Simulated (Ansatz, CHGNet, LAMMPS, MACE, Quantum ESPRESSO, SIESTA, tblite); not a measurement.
# What went wrong? SIESTA on Zn2+ BF4- in dimethoxyethane and tetrahydrofuran at 480 K (85 atoms)

Program: SIESTA 5.4.2, a calculation on a cell of 20 C, 8 O, 46 H, 2 B, 8 F and 1 Zn, 11.9 Å³ an atom.

input.fdf reads:

```
SystemLabel cell
NumberOfAtoms 85
NumberOfSpecies 6
%block ChemicalSpeciesLabel
  1 6 C
  2 8 O
  3 1 H
  4 5 B
  5 9 F
  6 30 Zn
%endblock ChemicalSpeciesLabel
LatticeConstant 1.0 Ang
%block LatticeVectors
  10.02554 0.00000 0.00000
  0.00000 10.02554 0.00000
  0.00000 0.00000 10.02554
%endblock LatticeVectors
PAO.BasisSize QZ3P
PAO.EnergyShift 0.01 Ry
XC.Functional GGA
XC.Authors PBE
MeshCutoff 500 Ry
%block kgrid_Monkhorst_Pack
  1 0 0 0.0
  0 1 0 0.0
  0 0 1 0.0
%endblock kgrid_Monkhorst_Pack
SolutionMethod diagon
OccupationFunction FD
ElectronicTemperature 580 K
SCF.Mixer.Method Pulay
SCF.Mixer.Weight 0.15
SCF.Mixer.History 8
SCF.Mix Hamiltonian
MaxSCFIterations 60
SCF.DM.Tolerance 1e-04
SCF.H.Tolerance 1.0e-3 eV
WriteForces T
Write.HirshfeldPop T
Write.VoronoiPop T
Write.DM F
Write.H F
XML.Write F
AtomicCoordinatesFormat Fractional
%block AtomicCoordinatesAndAtomicSpecies
  0.73336 0.58449 0.71775 1
  0.59029 0.57258 0.69394 2
  0.56928 0.61204 0.55735 1
  0.60080 0.75681 0.53298 1
  0.73802 0.75883 0.49735 2
  0.74879 0.73364 0.35598 1
  0.77551 0.68383 0.70818 3
  0.78233 0.50717 0.66072 3
  0.73187 0.56574 0.82124 3
  0.62720 0.54569 0.48716 3
[... 71 atom lines left out ...]
  0.53514 0.29627 0.43844 5
  0.52981 0.08934 0.34195 5
  0.33312 0.19070 0.43341 5
  0.17771 0.16951 0.53776 6
%endblock AtomicCoordinatesAndAtomicSpecies
```

Started as:

```console
> OMP_NUM_THREADS=1 mpirun -np 2 siesta < input.fdf > output.txt
```

Output:

```text
Version         : 5.4.2
reinit: System Name:
reinit: System Label: cell
initatom: Reading input for the pseudopotentials and atomic orbitals ----------
Species number:   1 Atomic number:    6 Label: C
Species number:   2 Atomic number:    8 Label: O
Species number:   3 Atomic number:    1 Label: H
Species number:   4 Atomic number:    5 Label: B
Species number:   5 Atomic number:    9 Label: F
Species number:   6 Atomic number:   30 Label: Zn
size_name: Incorrect basis-size option specified, active options are:
  SZ or MINIMAL
  SZP, SZSP, SZ1P, SZP1
  DZ
  DZP, DZSP, DZP1, DZ1P or STANDARD
  DZDP, DZP2, DZ2P
  TZ
  TZP, TZSP, TZP1, TZ1P
  TZDP, TZP2, TZ2P
  TZTP, TZP3, TZ3P
stopping program
stopping program
Stopping Program from Node:    0
Stopping Program from Node:    0
```

Run time: 0.48 s. Hardware: 2 MPI ranks of Arm Neoverse V2, shared host; peak memory 0.32 GiB.

Banners, paths, timers and routine set-up lines are dropped from the logs unmarked, and long logs keep their key lines alone; longer cuts are marked.

Q: Find the fault and mend it.

An unknown basis size: basis QZ3P. The sound run has basis DZP.

The program stopped at the start.

[Also dropped from logs without a mark: logging warnings of Python, and SIESTA's first energy breakdown and zero terms.]

[Logs are printed without paths, hosts, clocks, repeated set-up lines and the standing remarks that a program may print on its own settings, such as how far it seeks lower states.]

[Hosts, paths, dates, database ids (printed as entryN), source tags and the programs' standing remarks are cut or masked in the printed files.]
